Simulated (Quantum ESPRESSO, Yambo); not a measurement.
# TiO2 (Rutile): G0W0 in Yambo against the screening cutoff, part 2 of 2

Wanted: the cheapest screening cutoff that holds the gap of TiO2 (Rutile).

Yambo 5.3.0; PBE and many-body steps on it, plane waves. Known limits of the many-body steps: not at the basis limit; coarse k mesh.

So far. Step 2 (2 Ha): The gap on the mesh goes from 1.92 eV to 3.52 eV, a correction of +1.60 eV. Step 3 (3 Ha): Against the run before, the gap moves by −0.112 eV.

**4. 6 Ha**

Level of this step: G0W0 on PBE, plane waves, norm-conserving pseudopotentials (Yambo).

gw9.in

```
HF_and_locXC
gw0
dyson
ppa
em1d
rim_cut
RandQpts= 1000000
RandGvec= 1 RL
EXXRLvcs= 76 Ry
VXCRLvcs= 304 Ry
Chimod= "HARTREE"
% BndsRnXp
 1 | 89 |
%
NGsBlkXp= 12 Ry
% LongDrXp
 1 | 1 | 1 |
%
% GbndRnge
 1 | 89 |
%
DysSolver= "n"
ExtendOut
PPAPntXp= 27.21138 eV
% QPkrange
 1 | 1 | 23 | 26 |
%
```

On the command line:

```sh
> OMP_NUM_THREADS=2 mpirun -n 4 yambo -F gw9.in -J gw9 -C gw9 > gw9.log
```

Log:

```text
 Yambo, version 5.3.0

 [02] CORE Variables Setup
 =========================

  [... cell, symmetries and grids as in the set-up ...]

  [02.05] Energies & Occupations
  ==============================

  [X] === General ===
  [X] Electronic Temperature                        :  0.000000  0.000000 [eV K]
  [X] Bosonic    Temperature                        :  0.000000  0.000000 [eV K]
  [X] Finite Temperature mode                       : no
  [X] El. density                                   :  0.76964E+24 [cm-3]
[...]
Sx RL components                                 :   4695

   QP @ state[ 1 ] K range                          :  1  1
   QP @ state[ 1 ] b range                          :  23  26
   GF energies kind                                 : Perdew, Burke & Ernzerhof(X)+Perdew, Burke & Ernzerhof(C)
   GF WF`s kind                                     : Perdew, Burke & Ernzerhof(X)+Perdew, Burke & Ernzerhof(C)
   Xs energies kind                                 : Perdew, Burke & Ernzerhof(X)+Perdew, Burke & Ernzerhof(C)
   Xs WF`s kind                                     : Perdew, Burke & Ernzerhof(X)+Perdew, Burke & Ernzerhof(C)

 [11] Game Over & Game summary
```

Run time: 1.8 min. Hardware: 4 MPI ranks of Arm Neoverse V2, shared host; peak memory 2.7 GiB.

This step gave:

* G0W0 gap on the points computed: 3.407 eV
* starting gap on the mesh: 1.917 eV
* k of the valence top: 0, 0, 0
* k of the conduction bottom: 0, 0, 0
* least direct G0W0 gap on the computed points: 3.407 eV

Against the run before, the gap moves by −0.0002 eV.

**5. 7.5 Ha**

gw10.in

```
HF_and_locXC
gw0
dyson
ppa
em1d
rim_cut
RandQpts= 1000000
RandGvec= 1 RL
EXXRLvcs= 76 Ry
VXCRLvcs= 304 Ry
Chimod= "HARTREE"
% BndsRnXp
 1 | 89 |
%
NGsBlkXp= 15 Ry
% LongDrXp
 1 | 1 | 1 |
%
% GbndRnge
 1 | 89 |
%
DysSolver= "n"
ExtendOut
PPAPntXp= 27.21138 eV
% QPkrange
 1 | 1 | 23 | 26 |
%
```

On the command line:

```sh
> OMP_NUM_THREADS=2 mpirun -n 4 yambo -F gw10.in -J gw10 -C gw10 > gw10.log
```

Log:

```text
 Yambo, version 5.3.0

 [02] CORE Variables Setup
 =========================

  [... cell, symmetries and grids as in the set-up ...]

  [02.05] Energies & Occupations
  ==============================

  [X] === General ===
  [X] Electronic Temperature                        :  0.000000  0.000000 [eV K]
  [X] Bosonic    Temperature                        :  0.000000  0.000000 [eV K]
  [X] Finite Temperature mode                       : no
  [X] El. density                                   :  0.76964E+24 [cm-3]
[...]
Sx RL components                                 :   4695

   QP @ state[ 1 ] K range                          :  1  1
   QP @ state[ 1 ] b range                          :  23  26
   GF energies kind                                 : Perdew, Burke & Ernzerhof(X)+Perdew, Burke & Ernzerhof(C)
   GF WF`s kind                                     : Perdew, Burke & Ernzerhof(X)+Perdew, Burke & Ernzerhof(C)
   Xs energies kind                                 : Perdew, Burke & Ernzerhof(X)+Perdew, Burke & Ernzerhof(C)
   Xs WF`s kind                                     : Perdew, Burke & Ernzerhof(X)+Perdew, Burke & Ernzerhof(C)

 [11] Game Over & Game summary
```

It took 2.5 min on 4 MPI ranks; peak memory 2.7 GiB; 19 min of CPU time.

Numbers from this step:

```yaml
g0w0_gap_on_the_points_computed: 3.402 eV
starting_gap_on_the_mesh: 1.917 eV
k_of_the_valence_top: 0, 0, 0
k_of_the_conduction_bottom: 0, 0, 0
least_direct_g0w0_gap_on_the_computed_points: 3.402 eV
```

Against the run before, the gap moves by −0.006 eV.

**6. 9.5 Ha**

gw11.in

```
HF_and_locXC
gw0
dyson
ppa
em1d
rim_cut
RandQpts= 1000000
RandGvec= 1 RL
EXXRLvcs= 76 Ry
VXCRLvcs= 304 Ry
Chimod= "HARTREE"
% BndsRnXp
 1 | 89 |
%
NGsBlkXp= 19 Ry
% LongDrXp
 1 | 1 | 1 |
%
% GbndRnge
 1 | 89 |
%
DysSolver= "n"
ExtendOut
PPAPntXp= 27.21138 eV
% QPkrange
 1 | 1 | 23 | 26 |
%
```

On the command line:

```sh
> OMP_NUM_THREADS=2 mpirun -n 4 yambo -F gw11.in -J gw11 -C gw11 > gw11.log
```

Log:

```text
 Yambo, version 5.3.0

 [02] CORE Variables Setup
 =========================

  [... cell, symmetries and grids as in the set-up ...]

  [02.05] Energies & Occupations
  ==============================

  [X] === General ===
  [X] Electronic Temperature                        :  0.000000  0.000000 [eV K]
  [X] Bosonic    Temperature                        :  0.000000  0.000000 [eV K]
  [X] Finite Temperature mode                       : no
  [X] El. density                                   :  0.76964E+24 [cm-3]
[...]
Sx RL components                                 :   4695

   QP @ state[ 1 ] K range                          :  1  1
   QP @ state[ 1 ] b range                          :  23  26
   GF energies kind                                 : Perdew, Burke & Ernzerhof(X)+Perdew, Burke & Ernzerhof(C)
   GF WF`s kind                                     : Perdew, Burke & Ernzerhof(X)+Perdew, Burke & Ernzerhof(C)
   Xs energies kind                                 : Perdew, Burke & Ernzerhof(X)+Perdew, Burke & Ernzerhof(C)
   Xs WF`s kind                                     : Perdew, Burke & Ernzerhof(X)+Perdew, Burke & Ernzerhof(C)

 [11] Game Over & Game summary
```

The job ended after 4.1 min (4 MPI ranks; peak memory 2.7 GiB; 31 min of CPU time).

This step gave:

```
G0W0 gap on the points computed              : 3.390 eV
starting gap on the mesh                     : 1.917 eV
k of the valence top                         : 0, 0, 0
k of the conduction bottom                   : 0, 0, 0
least direct G0W0 gap on the computed points : 3.390 eV
```

Against the run before, the gap moves by −0.012 eV.

**7. The runs together**

Times are wall times on 4 MPI ranks of Arm Neoverse V2, shared host, good to a factor of about two.

```
   run   mesh  bands  screening cutoff (eV)  DFT gap (eV)  gap on the mesh (eV)  direct (eV)     time
  2 Ha  4×4×4     89                   54.4         1.917                 3.519        3.519     58 s
  3 Ha  4×4×4     89                   81.6         1.917                 3.407        3.407     62 s
  6 Ha  4×4×4     89                  163.3         1.917                 3.407        3.407  1.8 min
7.5 Ha  4×4×4     89                  204.1         1.917                 3.402        3.402  2.5 min
9.5 Ha  4×4×4     89                  258.5         1.917                 3.390        3.390  4.1 min
```

**8. What came out**

| Quantity | Value |
| --- | --- |
| 2 Ha | 3.519 eV |
| 3 Ha | 3.407 eV |
| 6 Ha | 3.407 eV |
| 7.5 Ha | 3.402 eV |
| 9.5 Ha | 3.390 eV |
| known limits | not at the basis limit; coarse k mesh |

**Reading.** The setting moved: screening cutoff. From 2 Ha to 9.5 Ha the gap moves by −0.13 eV, for 4.2 times the time. The last step still moves it by −0.012 eV. Bands and screening cutoff are coupled, so a series along one setting does not show full convergence. Bands and cutoff are finite, so the gap is not at the basis limit. The miss can reach some tenths of an eV and take either sign; the mesh is an error of its own. In the G0W0 runs levels were corrected at 1 k point alone, so a gap called «on the mesh» is the least over those, and an edge elsewhere would be missed. The 4×4×4 mesh is coarse for this cell, which bears on the long-range parts of exchange and screening.

[Paths, hosts, dates, memory and timing lines, banners, echoed tables and standing remarks are left out of the program output.]

[Logs are printed without paths, hosts, clocks, repeated set-up lines and the standing remarks that a program may print on its own settings, such as how far it seeks lower states.]

[Runs of the session that timed out or met a known fault of the program may be left out.]

[Hosts, paths, dates, database ids (printed as entryN), source tags and the programs' standing remarks are cut or masked in the printed files.]
